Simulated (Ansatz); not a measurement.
## TmMg (Pm-3m): relaxing the cell for a phonon run

Wanted: the relaxed cell of TmMg (Pm-3m).

Main program and level: Ansatz 0.2.0; DFT PBEsol, scalar-relativistic, plane waves, PAW.

Report form: the programs' logs are mostly left out.

In doubt: a part-filled 4f shell, where there is one, can sit in one of many states (steps 2, 3, 4, 6, 7, 8), so energies may not be the lowest and differences between runs may mislead; derivatives with an open 4f shell can jump between states (steps 2, 3, 4, 6, 7, 8), which bears on forces and vibrations.

## Step 1: The structure

Symmetry: Pm-3m, No. 221, cubic system. The conventional cell has a = 3.749 Å, b = 3.749 Å, c = 3.749 Å, α = 90.00°, β = 90.00°, γ = 90.00°. Nearest to Tm lie 8 Mg at 3.25 Å. Nearest to Mg lie 8 Tm at 3.25 Å. Farther neighbours are not listed.

## Step 2: A magnetic order at the starting cell, 2 atoms

Phonons depend on the magnetic state, so simple orders are compared first, at the starting cell. This run starts ferromagnetic.

input.yaml

```yaml
crystal:
  lattice:
    - [3.749, 0.0, 0.0]
    - [0.0, 3.749, 0.0]
    - [0.0, 0.0, 3.749]
  atoms:
    - { symbol: Tm, position: [0.5, 0.5, 0.5], spin: 2.0 }
    - { symbol: Mg, position: [0.0, 0.0, 0.0] }
kpoints:
  mp_grid: { grid: [8, 8, 8] }
hamiltonian:
  xc: pbesol
scf:
  occupations: { method: gaussian, width: 0.05 }
  max_iter: 100
output:
  forces: true
  stress: true
  eigenvalues: true
  populations: true
magnetization:
  spin_polarized: true
```

Run with:

```
ansatz run input.yaml --threads 8 --pin off --max-ram 14336MiB --backend cpu --events-out ev --progress --plain --runs-dir out
```

Elapsed: 1.6 s, on 8 threads of AMD EPYC 9R45, shared host; peak memory 0.47 GiB.

This step gave:

```
magnetization          : 1.171 μB
absolute magnetization : 1.377 μB
site moments           : 1.263, -0.02798 μB
pressure               : 1.418 GPa
volume per atom        : 26.35 Å³
gap on the k-mesh      : 0 eV
```

The cell carries a net spin moment of 1.17 μB and an absolute one of 1.38 μB.

## Step 3: A magnetic order at the starting cell, 4 atoms

Phonons depend on the magnetic state, so simple orders are compared first, at the starting cell. This run starts antiferromagnetic, q = (0.5, 0.5, 0.5).

System of this step: TmMg (Pm-3m). Symmetry: Pm-3m, No. 221, cubic system. Conventional cell: a = 3.749 Å, b = 3.749 Å, c = 3.749 Å, α = 90.00°, β = 90.00°, γ = 90.00°. Nearest to Tm lie 8 Mg at 3.25 Å. Nearest to Mg lie 8 Tm at 3.25 Å. Farther neighbours are not listed.

input.yaml, the sections that differ from step 2:

```yaml
crystal:
  lattice:
    - [3.749, 3.749, 0.0]
    - [3.749, 0.0, 3.749]
    - [3.749, 0.0, -3.749]
  atoms:
    - { symbol: Tm, position: [0.5, 0.25, 0.75], spin: 2.0 }
    - { symbol: Tm, position: [0.5, 0.75, 0.25], spin: -2.0 }
    - { symbol: Mg, position: [0.0, 0.0, 0.0] }
    - { symbol: Mg, position: [0.0, 0.5, 0.5] }
# kpoints, hamiltonian, scf, output, magnetization: as in step 2
```

The job ended after 10 s (8 threads; peak memory 1.2 GiB; 71 s of CPU time).

This step gave:

```
absolute magnetization : 2.656 μB
site moments           : 1.305, -1.305, -5.30e-8, -5.30e-8 μB
pressure               : 1.511 GPa
```

The cell carries a net spin moment of 0.00 μB and an absolute one of 2.66 μB, so the moments cancel.

## Step 4: A magnetic order at the starting cell, 4 atoms (run 2)

Phonons depend on the magnetic state, so simple orders are compared first, at the starting cell. This run starts antiferromagnetic, q = (0, 0, 0.5).

input.yaml, the sections that differ from step 3:

```yaml
crystal:
  lattice:
    - [3.749, 0.0, 0.0]
    - [0.0, 3.749, 0.0]
    - [0.0, 0.0, 7.498]
  atoms:
    - { symbol: Tm, position: [0.5, 0.5, 0.25], spin: 2.0 }
    - { symbol: Tm, position: [0.5, 0.5, 0.75], spin: -2.0 }
    - { symbol: Mg, position: [0.0, 0.0, 0.0] }
    - { symbol: Mg, position: [0.0, 0.0, 0.5] }
kpoints:
  mp_grid: { grid: [8, 8, 4] }
# hamiltonian, scf, output, magnetization: as in step 3
```

The job ended after 26 s (8 threads; peak memory 1.9 GiB).

The cell carries a net spin moment of 0.00 μB and an absolute one of 2.64 μB, so the moments cancel.

## Step 5: The orders compared

An antiferromagnetic start is carried into the relaxation if it ends more than 3 meV per atom below the ferromagnetic start.

Numbers from this step:

* start carried on: antiferromagnetic, q = (0, 0, 0.5)

Orders, by row:

```tsv
starting order	atoms	energy from the first start (meV/atom)	largest moment (μB)	gap on mesh (eV)	net moment of the cell (μB)	order kept
ferromagnetic	2	0	1.26	0	1.17	yes
antiferromagnetic, q = (0.5, 0.5, 0.5)	4	-1.9	1.31	0	0	yes
antiferromagnetic, q = (0, 0, 0.5)	4	-3.2	1.29	0	0	yes
```

The start carried on is the antiferromagnetic, q = (0, 0, 0.5) one.

## Step 6: Probe on a coarse mesh

A quick single point on a coarse mesh tells whether the cell has a gap and how far it is from rest, which sets the k mesh and smearing that follow.

Edit input.yaml of step 4 so:

```diff
@@ -11,3 +11,3 @@
 kpoints:
-  mp_grid: { grid: [8, 8, 4] }
+  mp_grid: { grid: [6, 6, 4] }
 hamiltonian:
@@ -15,4 +15,4 @@
 scf:
-  occupations: { method: gaussian, width: 0.05 }
-  max_iter: 100
+  occupations: { method: gaussian, width: 0.1 }
+  lower_state_search: "off"
 output:
```

Elapsed: 1.4 s, on 8 threads; peak memory 0.72 GiB.

Numbers from this step:

| Item | Value |
| --- | --- |
| absolute magnetization | 2.640 μB |
| site moments | 1.292, -1.292, 9.31e-17, -9.59e-17 μB |
| pressure | 1.478 GPa |

The coarse mesh shows no gap and a pressure of 1.5 GPa.

## Step 7: Relaxation

Harmonic phonons are second derivatives at a point where the forces vanish, and they are wanted at zero stress, so atoms and cell are relaxed first.

input.yaml

```yaml
crystal:
  lattice:
    - [3.749, 0.0, 0.0]
    - [0.0, 3.749, 0.0]
    - [0.0, 0.0, 7.498]
  atoms:
    - { symbol: Tm, position: [0.5, 0.5, 0.25], spin: 1.42 }
    - { symbol: Tm, position: [0.5, 0.5, 0.75], spin: -1.42 }
    - { symbol: Mg, position: [0.0, 0.0, 0.0] }
    - { symbol: Mg, position: [0.0, 0.0, 0.5] }
kpoints:
  mp_grid: { grid: [12, 12, 6] }
hamiltonian:
  xc: pbesol
scf:
  occupations: { method: gaussian, width: 0.1 }
output:
  forces: true
  stress: true
  eigenvalues: true
  populations: true
  write_density: true
  write_potential: true
  elf: true
  volumetric_format: npy
magnetization:
  spin_polarized: true
relax:
  adjacent_minimum: "off"
  f_tol: 0.005
  max_steps: 80
  cell: { stress_tol: 0.05 }
```

The job ended after 14 s (8 threads; peak memory 1.1 GiB; 98 s of CPU time).

Step by step:

```tsv
step	energy less that of the first step (eV)	largest force component (eV/Å)	pressure (GPa)	volume (Å³)
1	0.0000	0.0000	1.52	105.38
2	-0.0205	0.0000	0.21	109.43
3	-0.0209	0.0000	0.01	110.12
4*	-0.0219	0.0000	0.02	110.12
```

Relaxation steps marked * repeat the geometry before them on a plane-wave basis chosen anew for their cell, so energy and pressure can jump there.

Forces are held to the 16 operations that the run works with; a distortion that breaks them can't arise in this run.

```tsv
cell as run	before	after	change
a (Å)	3.749	3.805	+1.5 %
b (Å)	3.749	3.805	+1.5 %
c (Å)	7.498	7.607	+1.5 %
volume (Å³/atom)	26.35	27.53	+4.5 %
```

The relaxed structure:

```cif
data_structure
_symmetry_space_group_name_H-M 'P 1'
_symmetry_Int_Tables_number 1
_cell_length_a 3.8047
_cell_length_b 3.8047
_cell_length_c 7.6070
_cell_angle_alpha 90.000
_cell_angle_beta 90.000
_cell_angle_gamma 90.000
_cell_volume 110.12
loop_
_atom_site_label
_atom_site_type_symbol
_atom_site_fract_x
_atom_site_fract_y
_atom_site_fract_z
_atom_site_occupancy
Tm1 Tm 0.50000 0.50000 0.25000 1
Tm2 Tm 0.50000 0.50000 0.75000 1
Mg3 Mg 0.00000 0.00000 0.00000 1
Mg4 Mg 0.00000 0.00000 0.50000 1
```

This step gave:

* absolute magnetization: 2.623 μB
* site moments: 1.281, -1.281, 9.23e-17, -9.99e-17 μB
* pressure: 0.01835 GPa
* volume per atom: 27.53 Å³

Spin density in the ac plane at fractional y = 0.500, with atoms of Tm within 0.2 Å of it.

Values in e/Å³, 24 rows by 14 columns, each cell a mean:
```
 0.0  0.0  0.0  0.0  0.0  0.0  0.0  0.0  0.0  0.0  0.0  0.0  0.0  0.0
 0.0  0.0  0.0  0.0  0.0  0.0  0.0  0.0  0.0  0.0  0.0  0.0  0.0  0.0
 0.0  0.0  0.0  0.0  0.0  0.0  0.0  0.0  0.0  0.0  0.0  0.0  0.0  0.0
 0.0  0.0  0.0  0.0  0.0 -0.1 -0.1 -0.1 -0.1 -0.1  0.0  0.0  0.0  0.0
 0.0  0.0  0.0  0.0  0.0 -0.3 -1.0 -1.6 -0.8 -0.2  0.0  0.0  0.0  0.0
 0.0  0.0  0.0  0.0  0.0 -0.7 -3.1 -5.1 -2.3 -0.3  0.0  0.0  0.0  0.0
 0.0  0.0  0.0  0.0  0.0 -0.5 -1.9 -3.0 -1.4 -0.2  0.0  0.0  0.0  0.0
 0.0  0.0  0.0  0.0  0.0 -0.1 -0.3 -0.4 -0.3 -0.1  0.0  0.0  0.0  0.0
 0.0  0.0  0.0  0.0  0.0  0.0  0.0  0.0  0.0  0.0  0.0  0.0  0.0  0.0
 0.0  0.0  0.0  0.0  0.0  0.0  0.0  0.0  0.0  0.0  0.0  0.0  0.0  0.0
 0.0  0.0  0.0  0.0  0.0  0.0  0.0  0.0  0.0  0.0  0.0  0.0  0.0  0.0
 0.0  0.0  0.0  0.0  0.0  0.0  0.0  0.0  0.0  0.0  0.0  0.0  0.0  0.0
 0.0  0.0  0.0  0.0  0.0  0.0  0.0  0.0  0.0  0.0  0.0  0.0  0.0  0.0
 0.0  0.0  0.0  0.0  0.0  0.0  0.0  0.0  0.0  0.0  0.0  0.0  0.0  0.0
 0.0  0.0  0.0  0.0  0.0  0.0  0.0  0.0  0.0  0.0  0.0  0.0  0.0  0.0
 0.0  0.0  0.0  0.0  0.0  0.1  0.1  0.1  0.1  0.0  0.0  0.0  0.0  0.0
 0.0  0.0  0.0  0.0  0.0  0.3  1.1  1.7  0.9  0.2  0.0  0.0  0.0  0.0
 0.0  0.0  0.0  0.0  0.0  0.7  3.0  4.9  2.3  0.3  0.0  0.0  0.0  0.0
 0.0  0.0  0.0  0.0  0.0  0.5  1.9  3.1  1.5  0.2  0.0  0.0  0.0  0.0
 0.0  0.0  0.0  0.0  0.0  0.1  0.3  0.4  0.2  0.1  0.0  0.0  0.0  0.0
 0.0  0.0  0.0  0.0  0.0  0.0  0.0  0.0  0.0  0.0  0.0  0.0  0.0  0.0
 0.0  0.0  0.0  0.0  0.0  0.0  0.0  0.0  0.0  0.0  0.0  0.0  0.0  0.0
 0.0  0.0  0.0  0.0  0.0  0.0  0.0  0.0  0.0  0.0  0.0  0.0  0.0  0.0
 0.0  0.0  0.0  0.0  0.0  0.0  0.0  0.0  0.0  0.0  0.0  0.0  0.0  0.0
```
Columns run along a (3.8 Å), rows up along c (7.6 Å). Atoms in or near the plane, at fractional coordinates: Tm at (0.50, 0.25), Tm at (0.50, 0.75).

ELF in the ac plane at fractional y = 0.500, with atoms of Tm within 0.2 Å of it. It is the smooth field of the valence electrons, not physical close to the nuclei.

Values, 24 rows by 14 columns, each cell a mean:
```
0.68 0.66 0.58 0.45 0.29 0.17 0.12 0.11 0.13 0.20 0.33 0.49 0.61 0.67
0.62 0.58 0.43 0.26 0.14 0.09 0.09 0.10 0.09 0.10 0.16 0.31 0.49 0.59
0.50 0.41 0.23 0.11 0.11 0.21 0.32 0.36 0.30 0.17 0.10 0.14 0.29 0.44
0.33 0.23 0.11 0.12 0.31 0.57 0.69 0.72 0.67 0.49 0.24 0.11 0.14 0.26
0.21 0.13 0.09 0.23 0.54 0.74 0.72 0.65 0.74 0.70 0.45 0.17 0.09 0.15
0.15 0.10 0.10 0.32 0.65 0.75 0.47 0.24 0.57 0.75 0.57 0.23 0.07 0.11
0.18 0.11 0.09 0.28 0.60 0.75 0.62 0.49 0.68 0.74 0.52 0.20 0.08 0.13
0.27 0.18 0.09 0.16 0.42 0.67 0.75 0.76 0.74 0.61 0.33 0.12 0.11 0.20
0.44 0.34 0.17 0.10 0.16 0.33 0.47 0.52 0.44 0.26 0.13 0.11 0.22 0.38
0.58 0.52 0.35 0.19 0.11 0.11 0.15 0.16 0.14 0.10 0.12 0.23 0.41 0.54
0.66 0.64 0.54 0.38 0.23 0.13 0.09 0.08 0.10 0.15 0.27 0.43 0.58 0.65
0.70 0.67 0.61 0.51 0.37 0.23 0.17 0.15 0.18 0.27 0.41 0.54 0.64 0.68
0.68 0.66 0.58 0.45 0.30 0.18 0.12 0.11 0.13 0.21 0.34 0.50 0.62 0.67
0.62 0.57 0.43 0.25 0.13 0.09 0.09 0.09 0.09 0.10 0.16 0.30 0.49 0.59
0.50 0.41 0.23 0.12 0.12 0.22 0.33 0.37 0.31 0.18 0.11 0.14 0.29 0.44
0.34 0.24 0.11 0.12 0.29 0.55 0.68 0.71 0.66 0.47 0.23 0.10 0.14 0.27
0.20 0.13 0.09 0.24 0.56 0.75 0.71 0.64 0.73 0.71 0.47 0.17 0.08 0.15
0.15 0.10 0.10 0.32 0.65 0.75 0.49 0.26 0.58 0.75 0.57 0.23 0.08 0.11
0.17 0.11 0.09 0.28 0.61 0.76 0.62 0.48 0.67 0.74 0.52 0.20 0.08 0.13
0.28 0.19 0.10 0.16 0.40 0.65 0.74 0.75 0.73 0.58 0.32 0.12 0.11 0.22
0.43 0.33 0.17 0.10 0.17 0.35 0.49 0.54 0.47 0.29 0.14 0.11 0.21 0.37
0.58 0.52 0.35 0.19 0.10 0.10 0.13 0.15 0.12 0.09 0.12 0.23 0.42 0.55
0.66 0.64 0.54 0.38 0.23 0.13 0.10 0.09 0.10 0.16 0.27 0.43 0.58 0.65
0.70 0.67 0.61 0.51 0.37 0.23 0.17 0.15 0.18 0.27 0.41 0.54 0.64 0.68
```
Columns run along a (3.8 Å), rows up along c (7.6 Å). Atoms in or near the plane, at fractional coordinates: Tm at (0.50, 0.25), Tm at (0.50, 0.75).

ELF of down spins in the ac plane at fractional y = 0.500, with atoms of Tm within 0.2 Å of it. It is the smooth field of the valence electrons, not physical close to the nuclei.

Values, 24 rows by 14 columns, each cell a mean:
```
0.68 0.65 0.58 0.44 0.29 0.17 0.12 0.10 0.13 0.20 0.33 0.49 0.61 0.66
0.62 0.57 0.43 0.26 0.14 0.09 0.09 0.09 0.09 0.10 0.16 0.30 0.49 0.59
0.50 0.41 0.23 0.12 0.12 0.21 0.31 0.34 0.29 0.18 0.11 0.14 0.29 0.44
0.33 0.23 0.11 0.13 0.33 0.57 0.68 0.71 0.67 0.50 0.25 0.11 0.14 0.26
0.21 0.13 0.09 0.23 0.54 0.74 0.72 0.65 0.74 0.70 0.45 0.16 0.09 0.16
0.16 0.10 0.09 0.30 0.64 0.74 0.47 0.24 0.57 0.75 0.55 0.22 0.07 0.12
0.18 0.11 0.09 0.27 0.60 0.75 0.62 0.48 0.67 0.73 0.51 0.19 0.08 0.13
0.27 0.18 0.09 0.17 0.43 0.68 0.75 0.75 0.74 0.61 0.34 0.12 0.11 0.21
0.44 0.34 0.17 0.10 0.16 0.33 0.46 0.50 0.43 0.27 0.13 0.11 0.22 0.38
0.58 0.51 0.34 0.18 0.11 0.11 0.14 0.15 0.13 0.10 0.12 0.22 0.41 0.54
0.66 0.63 0.53 0.38 0.23 0.13 0.09 0.08 0.10 0.15 0.26 0.43 0.58 0.64
0.70 0.67 0.61 0.51 0.37 0.23 0.17 0.15 0.18 0.27 0.41 0.54 0.64 0.68
0.68 0.66 0.58 0.46 0.30 0.18 0.13 0.11 0.13 0.21 0.34 0.50 0.62 0.67
0.62 0.58 0.43 0.26 0.13 0.09 0.09 0.10 0.09 0.10 0.16 0.30 0.49 0.59
0.50 0.41 0.23 0.12 0.12 0.22 0.34 0.39 0.32 0.18 0.10 0.14 0.29 0.44
0.34 0.24 0.11 0.11 0.28 0.54 0.69 0.72 0.66 0.46 0.21 0.10 0.14 0.27
0.19 0.12 0.09 0.24 0.56 0.75 0.71 0.64 0.73 0.71 0.47 0.17 0.08 0.14
0.15 0.10 0.10 0.33 0.66 0.75 0.49 0.26 0.58 0.76 0.59 0.24 0.08 0.11
0.17 0.11 0.09 0.29 0.62 0.76 0.62 0.48 0.67 0.74 0.54 0.21 0.08 0.12
0.27 0.18 0.10 0.15 0.39 0.65 0.74 0.76 0.73 0.58 0.31 0.12 0.11 0.21
0.43 0.33 0.17 0.10 0.16 0.35 0.51 0.56 0.48 0.28 0.13 0.11 0.22 0.37
0.59 0.53 0.36 0.19 0.10 0.10 0.14 0.16 0.13 0.09 0.12 0.23 0.42 0.55
0.67 0.64 0.54 0.39 0.23 0.13 0.10 0.09 0.10 0.16 0.27 0.44 0.58 0.65
0.70 0.68 0.61 0.51 0.37 0.23 0.17 0.15 0.18 0.27 0.41 0.54 0.64 0.68
```
Columns run along a (3.8 Å), rows up along c (7.6 Å). Atoms in or near the plane, at fractional coordinates: Tm at (0.50, 0.25), Tm at (0.50, 0.75).

In this step the volume went from 26.35 to 27.53 Å³/atom.

## Step 8: Relaxing to small forces for the phonons

Phonons need a cell at rest on their own settings, so the relaxation is repeated with tight tolerances on forces and stress, using the mesh and the filling of the phonon run that follows.

input.yaml, the sections that differ from step 7:

```yaml
crystal:
  lattice:
    - [3.8047018312, 0.0, 0.0]
    - [0.0, 3.8047018312, 0.0]
    - [0.0, 0.0, 7.6069742949]
  atoms:
    - { symbol: Tm, position: [0.5, 0.5, 0.25], spin: 1.41 }
    - { symbol: Tm, position: [0.5, 0.5, 0.75], spin: -1.41 }
    - { symbol: Mg, position: [0.0, 0.0, 0.0] }
    - { symbol: Mg, position: [0.0, 0.0, 0.5] }
scf:
  occupations: { method: gaussian, width: 0.15 }
relax:
  adjacent_minimum: "off"
  f_tol: 0.001
  max_steps: 60
  cell: { stress_tol: 0.01 }
# kpoints, hamiltonian, output, magnetization: as in step 7
```

The job ended after 14 s (8 threads; peak memory 1.1 GiB; 96 s of CPU time).

Little changed from the start: no atom moved by 0.005 Å and no cell edge by 0.1 %.

Numbers from this step:

```yaml
absolute_magnetization: 2.622 μB
site_moments: 1.282, -1.282, 6.87e-17, -7.53e-17 μB
pressure: 3.35e-4 GPa
volume_per_atom: 27.60 Å³
```

Spin density in the ac plane at fractional y = 0.000, with atoms of Mg within 0.2 Å of it.

Ten even steps from '_' (-3.50 × 1e-3 e/Å³) to '@' (3.51 × 1e-3 e/Å³), each cell a mean:
```
--==++==================++==
++++++++++++++++++++++++++++
##****++++++++++++++++****##
%%%%##****++++++++++**####%%
@@@@%%##**++++++++**####%%@@
@@@@%%%%********++**##%%@@@@
@@@@%%##**++++++++**##%%@@@@
@@%%%%##**++++++++++**##%%%%
####****++++++++++++++**####
****++++++++++++++++++++++**
--==++======++++======++++==
==========++++==++++====++==
**++==++++++++++++++++++==++
============================
::----================----::
....::----==========--::::..
____..::--========--::....__
____....--------==--::..____
____..::----======--::..____
__....::--==========--::....
::::----==============--::::
----======================--
**++====++++======++++====++
++++==++++==========++++==++
```
Columns run along a (3.8 Å), rows up along c (7.6 Å). Atoms in or near the plane, at fractional coordinates: Mg at (0.00, 0.00), Mg at (0.00, 0.50).

ELF in the ac plane at fractional y = 0.000, with atoms of Mg within 0.2 Å of it. It is the smooth field of the valence electrons, not physical close to the nuclei.

Ten even steps from '0' (0.08) to '9' (0.70), each cell a mean:
```
45303899971044
43005888873013
00146776776300
45676544457764
99875322246789
99875211135799
99875321235799
77876433356787
00257666676410
21015888874001
55203899972035
24402899961153
35302899971044
43005888873013
00146776776300
44676544467754
99875322246789
99875211135799
99875321235799
67776433456777
01357665666521
21015888874001
45203899972035
24402899961153
```
Columns run along a (3.8 Å), rows up along c (7.6 Å). Atoms in or near the plane, at fractional coordinates: Mg at (0.00, 0.00), Mg at (0.00, 0.50).

Electrostatic potential energy in the ac plane at fractional y = 0.000, with atoms of Mg within 0.2 Å of it. With pseudopotentials it is smooth inside the atoms' cores, unlike the true potential.

Values in eV, 24 rows by 14 columns, each cell a mean:
```
-56 -48 -19   0   7  10  12  12  11   9   5  -4 -29 -51
-29 -19  -4   4   8  10  11  12  11  10   7   2  -9 -23
  0   1   5   7   9  11  11  11  11  10   9   7   4   1
  8   8   9  10  10  11  11  11  11  11  10  10   9   8
 11  11  11  11  11  11  10  10  10  11  11  11  11  11
 12  12  12  11  11  10  10  10  10  11  11  11  12  12
 11  11  11  11  11  10  10  10  10  11  11  11  11  11
  9  10  10  10  11  11  11  11  11  11  11  10  10  10
  3   4   7   8  10  11  11  11  11  11  10   8   6   4
-14  -8   0   5   9  11  11  12  11  10   8   4  -2 -10
-49 -39 -13   1   7  10  12  12  11   9   6  -1 -21 -43
-57 -56 -25  -2   6  10  12  12  11   9   5  -6 -38 -57
-56 -49 -20   0   7  10  12  12  11   9   5  -4 -30 -53
-27 -18  -4   4   8  10  11  12  11  10   7   2  -8 -21
 -1   1   5   8   9  11  11  11  11  10   9   7   4   1
  7   8   9  10  10  11  11  11  11  11  10  10   8   8
 11  11  11  11  11  11  10  10  10  11  11  11  11  11
 12  12  12  11  11  10  10  10  10  11  11  11  12  12
 11  11  11  11  11  10  10  10  10  11  11  11  11  11
  9   9  10  10  11  11  11  11  11  11  11  10  10   9
  4   5   7   9  10  11  11  11  11  11  10   8   6   4
-14  -8   0   5   9  11  11  12  11  10   8   4  -2 -10
-51 -39 -13   1   7  10  12  12  11   9   6  -2 -22 -43
-57 -56 -25  -2   6  10  12  12  11   9   5  -6 -38 -57
```
Columns run along a (3.8 Å; values clipped at the 3rd and 97th percentile), rows up along c (7.6 Å). Atoms in or near the plane, at fractional coordinates: Mg at (0.00, 0.00), Mg at (0.00, 0.50).

The forces vanish by symmetry and the pressure is 0.000 GPa, within the tolerances set. The cell now holds 27.60 Å³/atom.

## Step 9: Outcome

| Item | Value |
| --- | --- |
| space group after relaxation (within 0.01 Å) | Pm-3m |
| lattice constant a | 3.808 Å |
| lattice constant b | 3.808 Å |
| lattice constant c | 3.808 Å |
| volume per atom | 27.6 Å³ |

In words: The forces vanish by symmetry and the pressure is 0.000 GPa, within the tolerances set. The cell now holds 27.60 Å³/atom. The relaxation keeps the symmetry of its start, so it says nothing on stability against lower symmetry. The magnetic order is imposed (antiferromagnetic, q = (0, 0, 0.5), in the reciprocal basis of the primitive cell) and the runs use its cell of 4 atoms, a multiple of the chemical cell, so that Γ here also holds zone-boundary modes of the chemical cell; it can lower the symmetry of the database entry. The magnetic state is the one that the run reached from its starting moments; a lower one was not ruled out. The 4f shell is treated without a U, so valence and screening may be off. Spin-orbit coupling is left out, which can matter for the heavy elements here.

[Logs are printed without paths, hosts, clocks, repeated set-up lines and the standing remarks that a program may print on its own settings, such as how far it seeks lower states.]

[Hosts, paths, dates, database ids (printed as entryN), source tags and the programs' standing remarks are cut or masked in the printed files.]
